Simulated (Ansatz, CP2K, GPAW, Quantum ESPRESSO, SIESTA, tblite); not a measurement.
**Other levels on twisted graphene monolayer on bilayer, 77.90° (186 atoms)**

The cell holds 186 atoms: 186 C. Cell: a = 13.697 Å, b = 13.697 Å, c = 20.690 Å, α = 90.0°, β = 90.0°, γ = 120.0°. It derives from C (graphene). Graphene (a = 2.46 Å) under graphene (a = 2.46 Å), monolayer on bilayer, commensurate cell of 31 unit cells a layer, twist 77.90 deg; facing planes 3.32, 3.37 Å apart as built; 14 Å of vacuum; minimised with a classical potential. Then every atom was moved at random, 0.03 Å r.m.s. a Cartesian component. Regions: layer 1, 62 atoms (62 C); layer 2, 62 atoms (62 C); layer 3, 62 atoms (62 C). Vacuum lies along c.

Geometry: as built.

The reference, a calculation:

| Item | Value |
| --- | --- |
| method | Kohn-Sham DFT, PBE, SSSP efficiency 1.3.0 pseudopotentials, plane waves (Quantum ESPRESSO 7.5); sssp-pbe-1.3.0-efficiency, cutoffs 45/360 Ry, Γ point |
| r.m.s. force component | 1.866 eV/Å |
| longest force | 11.4 eV/Å |
| time | 18 min on 4 MPI ranks of Arm Neoverse V1, shared host |
| CPU time | 72 min |

Runs, in no order:
A. SIESTA PBE, DZP, shift 0.01 Ry, mesh 300 Ry: Kohn-Sham DFT, PBE, PseudoDojo 0.4.1 norm-conserving pseudopotentials (converted to PSML), numerical atomic orbitals (DZP), diagonalisation
B. CP2K PBE, TZVP-MOLOPT, 450/50 Ry, diagonalisation: Kohn-Sham DFT, PBE, GTH-PBE pseudopotentials, Gaussian and plane waves, TZVP-MOLOPT-GTH, diagonalisation
C. CP2K GFN1-xTB, diagonalisation: GFN1-xTB tight binding (the program's own implementation), diagonalisation
D. CP2K PBE, SZV-MOLOPT-SR, 450/50 Ry, diagonalisation: Kohn-Sham DFT, PBE, GTH-PBE pseudopotentials, Gaussian and plane waves, SZV-MOLOPT-SR-GTH, diagonalisation
E. CP2K PBE, TZVP-UZH, 450/50 Ry, diagonalisation: Kohn-Sham DFT, PBE, GTH-PBE pseudopotentials, Gaussian and plane waves, TZVP-MOLOPT (UZH set), diagonalisation

**Question.** Rank the runs by how far their forces lie from the reference's, least first.

B, E, C, A, D.

```tsv
run	Δ force, r.m.s. (meV/Å)	share of r.m.s. force (%)	CPU time
B. CP2K PBE, TZVP-MOLOPT, 450/50 Ry, diagonalisation	12.6	0.677	1.9 h
E. CP2K PBE, TZVP-UZH, 450/50 Ry, diagonalisation	26.2	1.40	20 min
C. CP2K GFN1-xTB, diagonalisation	120	6.45	12 s
A. SIESTA PBE, DZP, shift 0.01 Ry, mesh 300 Ry	229	12.3	8.5 min
D. CP2K PBE, SZV-MOLOPT-SR, 450/50 Ry, diagonalisation	487	26.1	5.4 min
```

Periodic xTB results under one method name differ between programs and library versions. The electronic-structure runs sample only Γ, in a cell whose shortest periodic width is 12 Å.

[Logs are printed without paths, hosts, clocks, repeated set-up lines and the standing remarks that a program may print on its own settings, such as how far it seeks lower states.]

[Hosts, paths, dates, database ids (printed as entryN), source tags and the programs' standing remarks are cut or masked in the printed files.]
